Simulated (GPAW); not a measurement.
# ZrSi2P4 monolayer in an electric field, part 2 of 2

Wanted: the out-of-plane polarisability of ZrSi2P4 monolayer.

GPAW 26.7.0; GPAW, PAW setups; layer in a repeated cell with vacuum, relaxation of atoms and in-plane cell (the session's first sound run).

So far. Step 5 (In a field): The dipole is now -0.0726 e Å, against -2.6e-4 in the run without a field.

**6. Field on**

Level of this step: GPAW, PAW setups; slab in vacuum (GPAW).

run.py reads:

```python
import json
import numpy as np
from ase import Atoms
from gpaw import GPAW, PW
from gpaw.external import ConstantElectricField

slab = Atoms(
    ['P', 'Si', 'P', 'Zr', 'P', 'Si', 'P'],
    positions=[
        [0.00000, 0.00000, 9.00000],
        [-0.00000, 2.09945, 9.97579],
        [-0.00000, 2.09945, 12.22800],
        [-0.00000, -0.00000, 13.77789],
        [-0.00000, 2.09945, 15.32779],
        [-0.00000, 2.09945, 17.57999],
        [-0.00000, -0.00000, 18.55579]],
    cell=[[3.63636, 0.0, 0.0], [-1.81818, 3.14918, 0.0], [0.0, 0.0, 27.5558]],
    pbc=[True, True, False])

slab.calc = GPAW(mode=PW(400), xc='PBE', kpts={'size': (9, 9, 1), 'gamma': True},
                 occupations={'name': 'fermi-dirac', 'width': 0.05}, nbands='200%',
                 convergence={'density': 1e-05}, maxiter=200,
                 poissonsolver={'dipolelayer': 'xy'},
                 external=ConstantElectricField(-0.05, [0, 0, 1]),
                 symmetry={'tolerance': 1e-3}, txt='slab.txt')
result = {}
energy = slab.get_potential_energy()
fermi = slab.calc.get_fermi_level()
v = slab.calc.get_electrostatic_potential().mean((0, 1)) - fermi
n = slab.calc.get_pseudo_density().mean((0, 1))
L = slab.cell[2, 2]
z = np.arange(len(v)) * L / len(v)
low, high = slab.positions[:, 2].min(), slab.positions[:, 2].max()
below, above = np.interp([low - 6.8, high + 6.8], z, v)
slopes = [np.interp(x, z, np.gradient(v, z)) for x in (low - 6.8, high + 6.8)]
eps = np.array([[slab.calc.get_eigenvalues(k, s) for k in range(len(slab.calc.get_ibz_k_points()))]
                for s in range(slab.calc.get_number_of_spins())]) - fermi
top, bottom = eps[eps < 0].max(), eps[eps > 0].min()
dipole = slab.get_dipole_moment()[2]
print(f'energy {energy:.4f} eV, Fermi level {fermi:.4f} eV, dipole {dipole:.5f} e A')
print(f'potential 6.8 A off the faces, from the Fermi level: lower {below:.4f} eV, upper {above:.4f} eV')
print(f'slope of the potential there: lower {slopes[0]:.5f}, upper {slopes[1]:.5f} eV/A')
print(f'nearest levels on the mesh: {top:.4f} and {bottom:.4f} eV')
print('magnetic moment', round(slab.get_magnetic_moment(), 3))
result.update(energy=energy, fermi=fermi, dipole=dipole, below=below, above=above, slopes=slopes, edges=[top, bottom],
              z=z.tolist(), v=v.tolist(), n=n.tolist(), positions=slab.positions.tolist(),
              forces=slab.get_forces(apply_constraint=False).tolist(), moments=slab.get_magnetic_moments().tolist())
json.dump(result, open('result.json', 'w'))
```

Started as:

```sh
> OMP_NUM_THREADS=1 OPENBLAS_NUM_THREADS=1 python run.py
```

What it wrote:

```text
energy -42.1465 eV, Fermi level -0.4752 eV, dipole -0.03630 e A
potential 6.8 A off the faces, from the Fermi level: lower 5.2958 eV, upper 5.8695 eV
slope of the potential there: lower 0.00004, upper -0.00004 eV/A
nearest levels on the mesh: -0.0236 and 0.0424 eV
magnetic moment 0.0
```

It took 2 min on 1 thread of AMD EPYC 9B45 (Zen 5), shared host; peak memory 0.46 GiB.

The electrostatic potential energy of an electron (without an applied field's), less the Fermi level, planar mean oscillates, so the rows of the table below give means over windows of 1.72 Å about each position, cut where the curve ends. Its maxima inside the range that stand out by 2 % of the span (Å: eV): 9.6: -10.9, 11.2: 2.12, 12.9: -4.64, 14.6: -4.56, 16.4: 2.37, 18.0: -10.5. Its minima: 9.0: -13.7, 9.9: -11.9, 12.3: -10.9, 13.8: -17.3, 15.3: -10.8, 17.7: -11.5, 18.5: -13.2.

Electrostatic potential energy of an electron (without an applied field's), less the Fermi level, planar mean against z; means over each step:

```
z (Å)  electrostatic potential energy of an electron (without an applied field's), less the Fermi level, planar mean (eV)
 0.86                                                                                                                5.33
 2.58                                                                                                                5.30
 4.30                                                                                                                5.30
 6.02                                                                                                                5.28
 7.74                                                                                                                2.81
 9.46                                                                                                               -11.1
11.18                                                                                                               -1.35
12.90                                                                                                               -9.36
14.62                                                                                                               -9.44
16.34                                                                                                               -1.16
18.06                                                                                                               -10.7
19.78                                                                                                                3.11
21.50                                                                                                                5.85
23.22                                                                                                                5.87
24.94                                                                                                                5.87
26.66                                                                                                                5.85
```

**7. In a field**

Changes to run.py since step 6:

```diff
@@ -23,3 +23,3 @@
                  poissonsolver={'dipolelayer': 'xy'},
-                 external=ConstantElectricField(-0.05, [0, 0, 1]),
+                 external=ConstantElectricField(0.05, [0, 0, 1]),
                  symmetry={'tolerance': 1e-3}, txt='slab.txt')
```

What it wrote:

```text
energy -42.1465 eV, Fermi level -0.4752 eV, dipole 0.03630 e A
potential 6.8 A off the faces, from the Fermi level: lower 5.8695 eV, upper 5.2959 eV
slope of the potential there: lower 0.00004, upper -0.00004 eV/A
nearest levels on the mesh: -0.0236 and 0.0424 eV
magnetic moment 0.0
```

Wall time 2 min (1 thread); peak memory 0.46 GiB.

**8. Field on**

Changes to run.py since step 7:

```diff
@@ -23,3 +23,3 @@
                  poissonsolver={'dipolelayer': 'xy'},
-                 external=ConstantElectricField(0.05, [0, 0, 1]),
+                 external=ConstantElectricField(0.1, [0, 0, 1]),
                  symmetry={'tolerance': 1e-3}, txt='slab.txt')
```

What it wrote:

```text
energy -42.1493 eV, Fermi level -0.4753 eV, dipole 0.07264 e A
potential 6.8 A off the faces, from the Fermi level: lower 6.1568 eV, upper 5.0091 eV
slope of the potential there: lower 0.00004, upper -0.00004 eV/A
nearest levels on the mesh: -0.0236 and 0.0424 eV
magnetic moment 0.0
```

It took 2.1 min on 1 thread; peak memory 0.47 GiB.

The electrostatic potential energy of an electron (without an applied field's), less the Fermi level, planar mean oscillates, so the rows of the table below give means over windows of 1.72 Å about each position, cut where the curve ends. Its maxima inside the range that stand out by 2 % of the span (Å: eV): 4.2: 6.16, 9.6: -10.3, 11.2: 2.50, 12.9: -4.52, 14.6: -4.68, 16.4: 2.00, 18.0: -11.1. Its minima: 9.0: -13.0, 9.9: -11.3, 12.3: -10.7, 13.8: -17.3, 15.3: -11.0, 17.7: -12.1, 18.5: -13.9.

The electrostatic potential energy of an electron (without an applied field's), less the Fermi level, planar mean by z; means over each step:

z (Å), electrostatic potential energy of an electron (without an applied field's), less the Fermi level, planar mean (eV) and a bar from the least value:
```
     0.86        6.1 ##############################
     2.58        6.2 ##############################
     4.30        6.2 ##############################
     6.02        6.1 ##############################
     7.74        3.6 ##########################
     9.46      -10.5 #
    11.18       -1.0 ##################
    12.90       -9.2 ####
    14.62       -9.6 ###
    16.34       -1.5 #################
    18.06      -11.3 
    19.78        2.3 #######################
    21.50        5.0 ############################
    23.22        5.0 ############################
    24.94        5.0 ############################
    26.66        5.0 ############################
```

The dipole is now 0.0726 e Å, against -2.6e-4 in the run without a field.

**9. Field on**

Changes to run.py since step 8:

```diff
@@ -23,3 +23,3 @@
                  poissonsolver={'dipolelayer': 'xy'},
-                 external=ConstantElectricField(0.1, [0, 0, 1]),
+                 external=ConstantElectricField(0.2, [0, 0, 1]),
                  symmetry={'tolerance': 1e-3}, txt='slab.txt')
```

What it wrote:

```text
energy -42.1601 eV, Fermi level -0.4763 eV, dipole 0.14525 e A
potential 6.8 A off the faces, from the Fermi level: lower 6.7325 eV, upper 4.4374 eV
slope of the potential there: lower 0.00004, upper -0.00004 eV/A
nearest levels on the mesh: -0.0236 and 0.0424 eV
magnetic moment 0.0
```

Run time: 1.7 min. Hardware: 1 thread; peak memory 0.47 GiB.

The electrostatic potential energy of an electron (without an applied field's), less the Fermi level, planar mean oscillates, so the rows of the table below give means over windows of 1.72 Å about each position, cut where the curve ends. Its maxima inside the range that stand out by 2 % of the span (Å: eV): 4.0: 6.73, 9.6: -9.91, 11.2: 2.75, 12.9: -4.44, 14.6: -4.77, 16.4: 1.75, 18.0: -11.5. Its minima: 9.0: -12.6, 9.9: -11.0, 12.3: -10.6, 13.8: -17.3, 15.3: -11.2, 17.7: -12.4, 18.5: -14.4.

The electrostatic potential energy of an electron (without an applied field's), less the Fermi level, planar mean by z; means over each step:

```
z (Å)  electrostatic potential energy of an electron (without an applied field's), less the Fermi level, planar mean (eV)
 0.86                                                                                                                6.61
 2.58                                                                                                                6.73
 4.30                                                                                                                6.73
 6.02                                                                                                                6.71
 7.74                                                                                                                4.17
 9.46                                                                                                               -10.1
11.18                                                                                                              -0.727
12.90                                                                                                               -9.14
14.62                                                                                                               -9.64
16.34                                                                                                               -1.78
18.06                                                                                                               -11.7
19.78                                                                                                                1.76
21.50                                                                                                                4.42
23.22                                                                                                                4.44
24.94                                                                                                                4.44
26.66                                                                                                                4.50
```

The dipole is now 0.145 e Å, against -2.6e-4 in the run without a field.

**10. In a field**

Changes to run.py since step 9:

```diff
@@ -23,3 +23,3 @@
                  poissonsolver={'dipolelayer': 'xy'},
-                 external=ConstantElectricField(0.2, [0, 0, 1]),
+                 external=ConstantElectricField(0.3, [0, 0, 1]),
                  symmetry={'tolerance': 1e-3}, txt='slab.txt')
```

What it wrote:

```text
energy -42.1783 eV, Fermi level -0.4781 eV, dipole 0.21793 e A
potential 6.8 A off the faces, from the Fermi level: lower 7.3102 eV, upper 3.8665 eV
slope of the potential there: lower 0.00004, upper -0.00004 eV/A
nearest levels on the mesh: -0.0235 and 0.0424 eV
magnetic moment 0.0
```

Wall time 1.9 min (1 thread); peak memory 0.47 GiB.

The dipole is now 0.218 e Å, against -2.6e-4 in the run without a field.

**11. The series**

The members are put on one axis.

This step: induced dipole against applied field (GPAW 26.7.0).

Table of dipole along the normal by field:

```
field (V/Å)  dipole along the normal (e·Å)
     -0.200                         -0.145
     -0.100                        -0.0726
     -0.050                        -0.0363
      0.000                        -2.6e-4
      0.050                         0.0363
      0.100                         0.0726
      0.200                          0.145
      0.300                          0.218
```

**12. A changed run**

One more run, with changed settings.

This step: GPAW, PAW setups; slab in vacuum (GPAW 26.7.0).

Changes to run.py since step 10:

```diff
@@ -4,3 +4,2 @@
 from gpaw import GPAW, PW
-from gpaw.external import ConstantElectricField
 
@@ -19,7 +18,6 @@
 
-slab.calc = GPAW(mode=PW(400), xc='PBE', kpts={'size': (9, 9, 1), 'gamma': True},
+slab.calc = GPAW(mode=PW(400), xc='PBE', kpts={'size': (1, 1, 1), 'gamma': True},
                  occupations={'name': 'fermi-dirac', 'width': 0.05}, nbands='200%',
-                 convergence={'density': 1e-05}, maxiter=200,
+                 convergence={'density': 1e-05}, maxiter=50,
                  poissonsolver={'dipolelayer': 'xy'},
-                 external=ConstantElectricField(0.3, [0, 0, 1]),
                  symmetry={'tolerance': 1e-3}, txt='slab.txt')
```

What it wrote:

```text
energy -18.8030 eV, Fermi level 0.1248 eV, dipole -0.00026 e A
potential 6.8 A off the faces, from the Fermi level: lower 5.3890 eV, upper 5.3932 eV
slope of the potential there: lower 0.00004, upper -0.00004 eV/A
nearest levels on the mesh: -0.4003 and 0.3656 eV
magnetic moment 0.0
```

The job ended after 5 s (1 thread; peak memory 0.2 GiB).

The run finished. A setting was moved off its sound value on purpose, so it serves as a test and not as the result.

The fault put into the input: one k-point (kpts = [1, 1]).

The two runs compared:

```
                quantity  this run  sound run  difference
upper work function (eV)    5.3932     5.5845      -0.191
lower work function (eV)    5.3890     5.5803      -0.191
```

The two runs differ clearly in the lower work function: 5.39 eV against 5.58 eV.

**13. Results**

```json
{
 "work function, both faces": "5.58 eV",
 "dipole along the normal": "-2.6e-4 e Å",
 "induced dipole per field": "0.726 e Å per V/Å",
 "out-of-plane polarisability per area, α/(ε0 A)": "11.5 Å"
}
```

**Reading.** The field induces 0.726 e Å per V/Å, a polarisable thickness α/(ε0 A) of 11.5 Å beside 9.56 Å between the outermost nuclei. A perfect conductor would give the distance between its two image planes; a dielectric of thickness t gives t(1 - 1/ε). The induced dipole is linear in the field over this range. The starting lattice was a guess from atomic radii; the relaxation moved it by 4 %. The small printed dipole stands for a step of 4.2 meV from the lower to the upper face, and the probes find 4.2 meV; values this small are near the numerical noise of both. The layer's cell and atoms come from the relaxation; spin-orbit coupling and temperature are left out.

[Logs are printed without paths, hosts, clocks, repeated set-up lines and the standing remarks that a program may print on its own settings, such as how far it seeks lower states.]

[Hosts, paths, dates, database ids (printed as entryN), source tags and the programs' standing remarks are cut or masked in the printed files.]
